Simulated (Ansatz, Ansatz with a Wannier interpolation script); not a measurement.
## From a coarse GW mesh to bands everywhere: BiOCl (P4/nmm)

Aim: the G0W0 bands of BiOCl (P4/nmm) along the symmetry lines, with the gap off the mesh.

Program: Ansatz 0.2.0. Level of theory: LDA, Wannier functions and G0W0, plane waves, PAW. Results are calculated unless marked as measured.

**The experiments to reproduce.**

- Gap 3.44 eV: optical gap from Tauc plot; UV-vis diffuse reflectance; powder (hydrothermal powder) (“Synergistic Piezo-Photocatalysis of BiOCl/NaNbO3 Heterojunction Piezoelectric Composite for High-Efficient Organic Pollutant Degradation”, 2022, pmc:8839476).

- Gap 3.36 eV: optical gap from Kubelka-Munk/Tauc analysis; UV-vis diffuse reflectance; powder (solvothermal hierarchical microspheres made without additive) (“Hydrothermal Crystallization of Bismuth Oxychlorides (BiOCl) Using Different Shape Control Reagents”, 2021, pmc:8123882).

## (1) Starting point

It takes space group P4/nmm (No. 129, tetragonal). The conventional cell has a = 3.886 Å, b = 3.886 Å, c = 7.349 Å, α = 90.00°, β = 90.00°, γ = 90.00°. Nearest to Bi lie 4 O at 2.31 Å and 4 Cl at 3.06 Å. Nearest to Cl lie 4 Bi at 3.06 Å. Nearest to O lie 4 Bi at 2.31 Å. Farther neighbours and most contacts between anions are not listed.

The cell and positions come from the Crystallography Open Database and are kept as given unless a step says otherwise. Spin-orbit coupling is left out unless a step names it. The default PAW set here is soft_2. Its files were made with PBE.

## (2) LDA bands

Levels along a band path, at the cheap level, show where the edges lie and whether the meshes to come will hold them.

This step: DFT, LDA, plane waves, PAW.

File input.yaml:

```yaml
crystal:
  lattice:
    - [3.88551, 0.0, 0.0]
    - [0.0, 3.88551, 0.0]
    - [0.0, 0.0, 7.3489]
  atoms:
    - { symbol: Bi, position: [0.5, 0.0, 0.32904] }
    - { symbol: Bi, position: [0.0, 0.5, 0.67096] }
    - { symbol: Cl, position: [0.0, 0.5, 0.1472] }
    - { symbol: Cl, position: [0.5, 0.0, 0.8528] }
    - { symbol: O, position: [0.0, 0.0, 0.5] }
    - { symbol: O, position: [0.5, 0.5, 0.5] }
kpoints:
  mp_grid: { grid: [4, 4, 2] }
  band_path:
    path:
      - [[0.0, 0.0, 0.0], [0.0, 0.5, 0.0], [0.5, 0.5, 0.0], [0.0, 0.0, 0.0], [0.0, 0.0, 0.5], [0.0, 0.5, 0.5], [0.5, 0.5, 0.5], [0.0, 0.0, 0.5]]
      - [[0.0, 0.5, 0.0], [0.0, 0.5, 0.5]]
      - [[0.5, 0.5, 0.0], [0.5, 0.5, 0.5]]
    npoints: 10
hamiltonian:
  xc: lda
scf:
  occupations: { method: fermi_dirac, width: 0.02 }
  n_extra_bands: 59
output:
  eigenvalues: true
  fatbands: true
  write_density: true
  write_potential: true
  elf: true
  volumetric_format: npy
```

Started as:

```
> ansatz run input.yaml --threads 3 --pin off --max-ram 92160MiB --backend cuda --events-out ev --progress --plain --runs-dir out --devices 1 --max-vram 13GiB
```

Numbers of over 12 decimals in the logs are rounded to 6 here.

The log of the run:

```text
scf.n_extra_bands = 59 over 28 filled bands (N_el = 56.0): the run solves 87 bands
GPUs: using 1 of 1 available (devices: 1).
Engine: ansatz 0.2.0, x86_64-unknown-linux-gnu
Pseudopotentials: kind: paw
Pseudopotential: Bi, paw, valence charge 15, recommended cutoff 420 eV (normal), Bi.paw.azcp
Pseudopotential: Cl, paw, valence charge 7, recommended cutoff 420 eV (normal), Cl.paw.azcp
Pseudopotential: O, paw, valence charge 6, recommended cutoff 420 eV (normal), O.paw.azcp
Functional definition: SPW92
  exchange = slater_x
  correlation = pw_c
device memory: the entry about to start is reckoned to put 3.3 GiB on a device that reports 55.5 GiB free (of which the cap on the GPU budget leaves the run 13.0 GiB)
GPU FFT provider: cuFFT
GPU libraries: cuBLAS 13.8.2, cuFFT 12.4.0, cuSOLVER 12.3.4
Crystal: 6 atoms, lattice volume = 110.948 Å³
Basis set: ecut = 420 eV, 2177 PW (Γ)
Bands: 87, of which v1, the nominal top of the filled ones, is band 28 counted from 1 (27 counted from 0)
Symmetry: 16 space group operations
Space group: P4/nmm (ITA 129), of the structure as read, at distance tolerance 4.8e-5 Å
k-points: 12 of 32
Non-local potential: Bi, projectors of the file, l = 0: 2, l = 1: 2, l = 2: 2, l = 3: 2
Non-local potential: Cl, projectors of the file, l = 0: 2, l = 1: 2, l = 2: 2
Non-local potential: O, projectors of the file, l = 0: 2, l = 1: 2, l = 2: 1
PAW form: soft (Blöchl's): semilocal exchange-correlation on the pseudo side does not see the compensation charge
PAW frozen core: Bi, regenerated for the run's functional, and the local potential with it (the file was generated under x = pbe(κ = 0.804, μ = 0.219515), c = pbe(β = 0.066725))
PAW frozen core: Cl, regenerated for the run's functional, and the local potential with it (the file was generated under x = pbe(κ = 0.804, μ = 0.219515), c = pbe(β = 0.066725))
PAW frozen core: O, regenerated for the run's functional, and the local potential with it (the file was generated under x = pbe(κ = 0.804, μ = 0.219515), c = pbe(β = 0.066725))
PAW one-centre angular grid: Bi, 590 points (default); XC on 64 Gauss nodes
PAW one-centre angular grid: Cl, 110 points (default); XC on 64 Gauss nodes
PAW one-centre angular grid: O, 110 points (default); XC on 64 Gauss nodes
Initial density: superposition of atomic densities (neutral atoms: chi_scale 0, normalization atom), corrected by the library's trained network
Initial wavefunctions: pseudopotential atomic-orbital guess
GPU buffer pool allocated for 36450 grid points (all kernels)
GPU transforms: local potential and band sums: pruned to the plane-wave sphere, on 25×25×50
Functional: x = slater, c = lda
SCF iter   1: F=—  HF=-27373.206099 eV  |F-HF|=—  |Δ(HF+E_count)|=         —  Δρ=1.24e-2  dr2=1.70e-1  ethr=1.77e-3  ⟨swp⟩=6.0  Hψ=5316  notcnv=0  defer=381
preconditioner: auto → Resta (q_TF=auto, 2.434 Å⁻¹)  ε∞=1.7  [insulator: Δε(μ)=2.421 eV  Ē_g=31.133 eV  σ=0.020 eV  W_gap=1.00  n_scr=28 (ndim 8)  ℏωp=26.4 eV  f_vac=0.006  D(μ)=0.00/eV (n_scr^D=0)  ε∞_Penn≈1.7]
SCF iter   2: F=—  HF=-27373.170256 eV  |F-HF|=—  |Δ(HF+E_count)|=   3.58e-2  Δρ=5.63e-3  dr2=4.05e-2  ethr=3.03e-4  ⟨swp⟩=2.0  Hψ=1273  notcnv=0  defer=580
SCF iter   3: F=—  HF=-27373.160096 eV  |F-HF|=—  |Δ(HF+E_count)|=   1.02e-2  Δρ=9.12e-4  dr2=1.17e-3  ethr=7.23e-5  ⟨swp⟩=2.0  Hψ=601  notcnv=0  defer=633
SCF iter   4: F=—  HF=-27373.159839 eV  |F-HF|=—  |Δ(HF+E_count)|=   2.58e-4  Δρ=2.32e-4  dr2=9.52e-5  ethr=2.09e-6  ⟨swp⟩=2.0  Hψ=780  notcnv=0  defer=633
SCF iter   5: F=—  HF=-27373.159735 eV  |F-HF|=—  |Δ(HF+E_count)|=   1.04e-4  Δρ=4.89e-5  dr2=1.18e-6  ethr=1.70e-7  ⟨swp⟩=2.8  Hψ=719  notcnv=0  defer=633
SCF iter   6: F=—  HF=-27373.159736 eV  |F-HF|=—  |Δ(HF+E_count)|=   2.12e-7  Δρ=1.06e-5  dr2=1.40e-7  ethr=1.79e-10  ⟨swp⟩=13.4  Hψ=8254  notcnv=0
SCF iter   7: F=-27373.159735 eV  HF=-27373.159735 eV  |F-HF|=2.14e-9  |Δ(HF+E_count)|=   4.29e-8  Δρ=1.91e-6  dr2=4.94e-9  ethr=1.79e-10  ⟨swp⟩=2.0  Hψ=1428  notcnv=0
SCF 1 converged in 7 iterations: F = -27373.159735 eV  dr2 = 4.94e-9
[...]
device memory: the entry about to start is reckoned to put 2.7 GiB on a device that reports 55.5 GiB free (of which the cap on the GPU budget leaves the run 13.0 GiB)
NSCF: frozen V_eff on 93 k-points
SCF converged after 7 iterations
Free energy (F): -27373.159735 eV
Harris-Foulkes:  -27373.159735 eV  (|F-HF|=2.14e-9)
Internal energy: -27373.159735 eV  (E = F + TS)
E sigma→0 (E₀):  -27373.159735 eV
Fermi energy:    8.823105 eV
--- Per-component energies (eV) ---
  E_band       = -210.408051
  E_kinetic    = 1273.331739
  E_local      = -4735.487012  (includes V_loc(G=0)·N_el)
  E_nonlocal   = 1296.616233
  E_hartree    = 1662.567187
  E_xc         = -660.007305
  E_vxc        = -721.134834  (∫ρ·V_xc dr)
  E_paw        = -22249.856582  (= ΣΔE_a)
  E_vpaw       = -648.873068  (= ΣTr[D̂ρ^β])
  E_aug_tail   = 0.004217  (compensation charges beyond the density's cutoff)
  E_ewald      = -3960.893269
  E_core_change = 0.565057  (= ΣΔE_core)
  E_smearing   = -0.000000  (= −TS)
  E_closure    = -0.000000  (closes the sum)
  Σ components = -27373.159735   (vs F -27373.159735, Δ=0.00e0)
--- Band table (eV; the first three rows and the last of 12) ---
  k-point 0: bands = [... 24 lower, 6.5546, 6.5546, 6.6140, 6.8038, 10.5917, 11.2705, 12.8212, 12.8212, ... 55 higher]
  k-point 1: bands = [... 24 lower, 6.8424, 6.8424, 7.1951, 7.2400, 10.0904, 10.4306, 12.8318, 12.8318, ... 55 higher]
  k-point 2: bands = [... 24 lower, 6.5821, 7.0879, 7.1954, 7.3186, 11.8077, 12.1686, 12.3414, 12.5178, ... 55 higher]
  k-point 11: bands = [... 24 lower, 6.2078, 6.2078, 6.9270, 6.9270, 12.0294, 12.0294, 13.5504, 13.5504, ... 55 higher]
```

The job ended after 13 s (1 × NVIDIA H100 80GB HBM3 (shared by 6 runs) with 3 threads of AMD EPYC 7R13 (Zen 3), shared host; peak memory 0.98 GiB).

Reading the cycles: dr2 is the Hartree energy of the density residual (eV), the measure of convergence; HF is the Harris–Foulkes estimate of the energy, which meets the free energy F at convergence.

Numbers from this step:

```
filled bands         : 28
gap                  : 2.490 eV
valence top at       : k = (0.000, 0.400, 0.500)
conduction bottom at : Z
least direct gap     : 2.850 eV
```

The gap is indirect, with the least direct gap 0.36 eV higher.

Electronic bands along the path, in eV, zero at the top of the highest nominally filled band:

```csv
point,band 25,band 26,band 27,band 28,band 29,band 30,band 31,band 32
Γ,-1.05,-1.05,-0.99,-0.80,2.99,3.67,5.22,5.22
halfway,-1.02,-0.51,-0.41,-0.28,4.21,4.57,4.74,4.92
X,-0.90,-0.90,-0.10,-0.10,4.49,4.49,5.11,5.11
halfway,-1.03,-1.03,-0.70,-0.70,4.49,4.49,5.32,5.32
M,-0.70,-0.70,-0.67,-0.67,4.01,4.01,5.72,5.72
halfway,-0.83,-0.62,-0.52,-0.40,3.86,4.93,5.09,5.44
Γ,-1.05,-1.05,-0.99,-0.80,2.99,3.67,5.22,5.22
halfway,-0.89,-0.89,-0.74,-0.55,2.73,3.27,5.23,5.23
Z,-0.76,-0.76,-0.41,-0.36,2.49,2.83,5.23,5.23
halfway,-0.86,-0.78,-0.57,-0.18,3.97,4.21,5.08,5.17
R,-0.71,-0.71,-0.08,-0.08,4.29,4.29,5.19,5.19
halfway,-0.94,-0.94,-0.64,-0.64,4.00,4.00,5.69,5.69
A,-1.39,-1.39,-0.67,-0.67,4.43,4.43,5.95,5.95
halfway,-0.95,-0.80,-0.60,-0.33,3.37,4.71,5.22,5.48
Z,-0.76,-0.76,-0.41,-0.36,2.49,2.83,5.23,5.23
jump to X,-0.90,-0.90,-0.10,-0.10,4.49,4.49,5.11,5.11
halfway,-0.79,-0.79,-0.09,-0.09,4.39,4.39,5.15,5.15
R,-0.71,-0.71,-0.08,-0.08,4.29,4.29,5.19,5.19
jump to M,-0.70,-0.70,-0.67,-0.67,4.01,4.01,5.72,5.72
halfway,-1.02,-1.02,-0.67,-0.67,4.22,4.22,5.84,5.84
A,-1.39,-1.39,-0.67,-0.67,4.43,4.43,5.95,5.95
```

ELF in the ac plane at fractional y = 0.000, with atoms of Bi and Cl and O within 0.2 Å of it. It is the smooth field of the valence electrons, not physical close to the nuclei.

Values, 24 rows by 14 columns, each cell a mean:
```
0.01 0.04 0.21 0.52 0.75 0.85 0.88 0.89 0.88 0.83 0.71 0.43 0.13 0.03
0.02 0.08 0.39 0.70 0.83 0.87 0.85 0.83 0.86 0.87 0.81 0.63 0.26 0.06
0.03 0.13 0.50 0.77 0.86 0.81 0.61 0.46 0.67 0.84 0.85 0.72 0.36 0.09
0.03 0.13 0.50 0.78 0.86 0.79 0.51 0.31 0.59 0.83 0.85 0.72 0.36 0.09
0.04 0.10 0.40 0.72 0.84 0.84 0.74 0.67 0.77 0.85 0.83 0.65 0.27 0.07
0.03 0.06 0.23 0.54 0.76 0.84 0.85 0.84 0.85 0.83 0.72 0.45 0.14 0.05
0.05 0.05 0.09 0.24 0.51 0.72 0.78 0.80 0.77 0.66 0.43 0.18 0.06 0.05
0.17 0.14 0.08 0.07 0.16 0.34 0.47 0.52 0.45 0.27 0.12 0.07 0.09 0.15
0.53 0.45 0.27 0.11 0.05 0.07 0.12 0.14 0.11 0.06 0.06 0.14 0.34 0.48
0.79 0.76 0.62 0.35 0.12 0.04 0.03 0.03 0.03 0.05 0.17 0.44 0.69 0.77
0.70 0.77 0.77 0.56 0.24 0.07 0.05 0.05 0.05 0.10 0.32 0.64 0.79 0.75
0.35 0.64 0.80 0.63 0.28 0.13 0.15 0.17 0.15 0.15 0.37 0.71 0.79 0.56
0.54 0.72 0.80 0.55 0.24 0.24 0.32 0.35 0.30 0.22 0.30 0.65 0.81 0.68
0.80 0.80 0.64 0.33 0.27 0.38 0.38 0.36 0.39 0.35 0.25 0.41 0.73 0.81
0.67 0.58 0.35 0.25 0.36 0.32 0.20 0.15 0.22 0.36 0.33 0.25 0.43 0.62
0.26 0.21 0.19 0.31 0.41 0.23 0.14 0.33 0.13 0.31 0.41 0.26 0.18 0.23
0.07 0.09 0.19 0.37 0.46 0.28 0.13 0.18 0.14 0.36 0.46 0.32 0.14 0.08
0.03 0.06 0.18 0.37 0.49 0.44 0.31 0.25 0.34 0.48 0.47 0.32 0.12 0.05
0.03 0.04 0.12 0.29 0.44 0.50 0.50 0.49 0.50 0.49 0.41 0.24 0.08 0.04
0.03 0.03 0.06 0.16 0.32 0.44 0.47 0.48 0.46 0.41 0.28 0.12 0.05 0.03
0.03 0.03 0.03 0.06 0.12 0.20 0.25 0.26 0.24 0.17 0.10 0.05 0.03 0.03
0.02 0.02 0.02 0.02 0.04 0.06 0.08 0.08 0.07 0.05 0.03 0.02 0.02 0.02
0.01 0.01 0.02 0.05 0.12 0.24 0.31 0.34 0.30 0.20 0.10 0.04 0.02 0.01
0.01 0.02 0.05 0.19 0.43 0.64 0.73 0.76 0.72 0.59 0.36 0.14 0.03 0.01
```
Columns run along a (3.9 Å), rows up along c (7.3 Å). Atoms in or near the plane, at fractional coordinates: Bi at (0.50, 0.33), Cl at (0.50, 0.85), O at (0.00, 0.50).

Electrostatic potential energy in the ac plane at fractional y = 0.000, with atoms of Bi and Cl and O within 0.2 Å of it. With pseudopotentials it is smooth inside the atoms' cores, unlike the true potential.

Ten even steps from '_' (-72 eV) to '@' (15 eV), each cell a mean:
```
@@@@@@@@@@%%%%##%%@@@@@@@@@@
@@@@@@@@%%**++==++##@@@@@@@@
@@@@@@@@##==--::--++%%@@@@@@
@@@@@@@@##==--::--++%%@@@@@@
@@@@@@@@%%++==--==**%%@@@@@@
@@@@@@@@@@%%****##%%@@@@@@@@
@@@@@@@@@@@@@@@@@@@@@@@@@@@@
@@@@@@@@@@@@@@@@@@@@@@@@@@@@
@@@@@@@@@@@@@@@@@@@@@@@@@@@@
##%%@@@@@@@@@@@@@@@@@@@@@@%%
==++%%@@@@@@@@@@@@@@@@@@##++
::==**@@@@@@%%%%%%@@@@%%++--
--==##@@%%%%######%%@@%%**==
**##%%%%##++--::==**%%%%%%##
@@@@@@%%**::______--**%%@@@@
@@@@@@##==________..++%%@@@@
@@@@@@%%++..______::**%%@@@@
@@@@@@%%**--..__..==##%%@@@@
@@@@@@@@%%##++++**##%%@@@@@@
@@@@@@@@@@%%%%%%%%%%@@@@@@@@
@@@@@@@@@@@@@@@@@@@@@@@@@@@@
@@@@@@@@@@@@@@@@@@@@@@@@@@@@
@@@@@@@@@@@@@@@@@@@@@@@@@@@@
@@@@@@@@@@@@@@@@@@@@@@@@@@@@
```
Columns run along a (3.9 Å; values clipped at the 3rd and 97th percentile), rows up along c (7.3 Å). Atoms in or near the plane, at fractional coordinates: Bi at (0.50, 0.33), Cl at (0.50, 0.85), O at (0.00, 0.50).

## (3) Wannier functions (Bi:6p Cl:3p O:2p) on 8×8×4

Localised functions give a small Hamiltonian that interpolates between mesh points at no cost.

This step: maximally localised Wannier functions, LDA, plane waves, PAW.

input.yaml, the sections that differ from step 2:

```yaml
kpoints:
  mp_grid: { grid: [4, 4, 2] }
scf:
  occupations: { method: fixed }
  n_extra_bands: 59
output:
  wannier:
    kmesh: [8, 8, 4]
    projections:
      - { species: Bi, l: p, shell: 6 }
      - { species: Cl, l: p, shell: 3 }
      - { species: O, l: p, shell: 2 }
    minimise: true
    write_hr: true
    seedname: w
    conv_tol: 1.0e-07
    max_iter: 4000
    disentanglement:
      window: [2.45, 15.99]
      frozen_window: [2.45, 12.99]
      conv_tol: 1.0e-08
# crystal, hamiltonian: as in step 2
```

The log of the run:

```text
[...]
GPUs: using 1 of 1 available (devices: 1).
[...]
GPU FFT provider: cuFFT
GPU libraries: cuBLAS 13.8.2, cuFFT 12.4.0, cuSOLVER 12.3.4
Crystal: 6 atoms, lattice volume = 110.948 Å³
Basis set: ecut = 420 eV, 2177 PW (Γ)
Bands: 87, of which v1, the nominal top of the filled ones, is band 28 counted from 1 (27 counted from 0)
Symmetry: 16 space group operations
[...]
k-points: 12 of 32
[...]
GPU buffer pool allocated for 36450 grid points (all kernels)
[...]
SCF iter   1: F=—  HF=-27373.206103 eV  |F-HF|=—  |Δ(HF+E_count)|=         —  Δρ=1.24e-2  dr2=1.69e-1  ethr=1.77e-3  ⟨swp⟩=4.8  Hψ=3654  notcnv=0  defer=671
[...]
SCF iter   7: F=-27373.159735 eV  HF=-27373.159735 eV  |F-HF|=1.16e-8  |Δ(HF+E_count)|=   1.22e-7  Δρ=8.68e-6  dr2=6.40e-8  ethr=1.79e-10  ⟨swp⟩=15.2  Hψ=9623  notcnv=0
SCF 1 converged in 7 iterations: F = -27373.159735 eV  dr2 = 6.40e-8
[...]
NSCF: frozen V_eff on 12 k-points
the band table was solved once the SCF had ended and its energy, with any forces and stress, was formed, with the checks that follow a solve (4131 applications of the Hamiltonian). They found nothing against the state; the energy, forces and stress were not computed again (output.eigenvalues in the input reference)
[...]
the Wannier pass solved 49 of the 256 points of its mesh, and has the states at the others by symmetry: states obtained by the crystal's operations at points that were solved too leave a residual of 5.46e-13 eV (read by the count's bands and the next), within 6.67e-6 eV
SCF converged after 7 iterations
Free energy (F): -27373.159735 eV
[...]
Internal energy: -27373.159735 eV  (E = F + TS)
E sigma→0 (E₀):  -27373.159735 eV
Fermi energy:    7.520159 eV
[...]
--- Band table (eV; the first three rows and the last of 12) ---
  k-point 0: bands = [... 24 lower, 6.5547, 6.5547, 6.6140, 6.8038, 10.5917, 11.2706, 12.8213, 12.8213, ... 55 higher]
  k-point 1: bands = [... 24 lower, 6.8425, 6.8425, 7.1952, 7.2400, 10.0905, 10.4307, 12.8319, 12.8319, ... 55 higher]
  k-point 2: bands = [... 24 lower, 6.5822, 7.0880, 7.1955, 7.3187, 11.8078, 12.1687, 12.3415, 12.5179, ... 55 higher]
  k-point 11: bands = [... 24 lower, 6.2078, 6.2078, 6.9270, 6.9270, 12.0295, 12.0295, 13.5505, 13.5505, ... 55 higher]
Wannier search: line search 1 of at most 4000: gauge-dependent spread (as the search counts it) 1.3089656 Å², largest recent change 2.5e-1 Å² and fall left 1.1e-4 Å² against conv_tol 1.0e-7 Å², 0 stops escaped
```

It took 17 s on 1 × NVIDIA H100 80GB HBM3 (shared by 6 runs) with 3 threads; peak memory 1.1 GiB; 15 s of CPU time.

This step gave:

- gauge-invariant spread: 30.94 Å²
- diagonal spread: 0.03266 Å²
- off-diagonal spread: 1.158 Å²
- total spread: 32.13 Å²
- least projectability: 0.4751
- localisation steps: 50
- disentanglement steps: 21
- r.m.s. interpolation error: 4.68e-4 eV
- r.m.s. error near the gap: 5.38e-4 eV

Near the gap the model misses directly solved bands by 0.5 meV r.m.s. and by 8 meV at most in the window tested. This tests the starting bands, not the corrections carried with them.

Wannier functions, by row:

```csv
function,x (Å),y (Å),z (Å),spread (Å²),nearest atom,distance (Å)
1,2.095,0.079,2.201,2.751,Bi1,0.277
2,1.791,0.081,2.201,2.751,Bi1,0.277
3,1.942,-0.162,2.198,2.757,Bi1,0.273
4,0.153,2.021,5.148,2.751,Bi2,0.277
5,-0.151,2.024,5.148,2.75,Bi2,0.277
6,-0.001,1.781,5.151,2.757,Bi2,0.273
7,0,1.943,1.087,1.411,Cl3,0.005
8,0,1.943,1.077,1.375,Cl3,0.005
9,0,1.943,1.077,1.375,Cl3,0.005
10,1.943,0,6.262,1.411,Cl4,0.005
11,1.943,0,6.272,1.375,Cl4,0.005
12,1.943,0,6.272,1.375,Cl4,0.005
13,0.064,0.001,3.64,1.195,O5,0.073
14,-0.064,0.001,3.64,1.195,O5,0.073
15,0,-0.002,3.743,1.256,O5,0.069
16,2.007,1.944,3.709,1.195,O6,0.073
17,1.878,1.944,3.709,1.195,O6,0.073
18,1.943,1.94,3.606,1.256,O6,0.069
```

Frozen up to 5.39 eV; above it the model need not follow the bands. The electronic bands at the labelled points (eV, zero at the valence-band top):

(Unchanged from step 2.)

The same for Kohn-Sham, solved directly:

```csv
point,band 25,band 26,band 27,band 28,band 29,band 30,band 31,band 32
Γ,-1.05,-1.05,-0.99,-0.80,2.99,3.67,5.22,5.22
X,-0.90,-0.90,-0.10,-0.10,4.49,4.49,5.11,5.11
M,-0.70,-0.70,-0.67,-0.67,4.01,4.01,5.72,5.72
Γ,-1.05,-1.05,-0.99,-0.80,2.99,3.67,5.22,5.22
Z,-0.76,-0.76,-0.41,-0.36,2.49,2.83,5.23,5.23
R,-0.71,-0.71,-0.08,-0.08,4.29,4.29,5.19,5.19
A,-1.39,-1.39,-0.67,-0.67,4.43,4.43,5.95,5.95
Z,-0.76,-0.76,-0.41,-0.36,2.49,2.83,5.23,5.23
X,-0.90,-0.90,-0.10,-0.10,4.49,4.49,5.11,5.11
R,-0.71,-0.71,-0.08,-0.08,4.29,4.29,5.19,5.19
M,-0.70,-0.70,-0.67,-0.67,4.01,4.01,5.72,5.72
A,-1.39,-1.39,-0.67,-0.67,4.43,4.43,5.95,5.95
```

(Continued in part 2 of 2.)

[Paths, hosts, dates, memory and timing lines, banners, echoed tables and standing remarks are left out of the program output.]

[Logs are printed without paths, hosts, clocks, repeated set-up lines and the standing remarks that a program may print on its own settings, such as how far it seeks lower states.]

[Runs of the session that timed out or met a known fault of the program may be left out.]

[Hosts, paths, dates, database ids (printed as entryN), source tags and the programs' standing remarks are cut or masked in the printed files.]
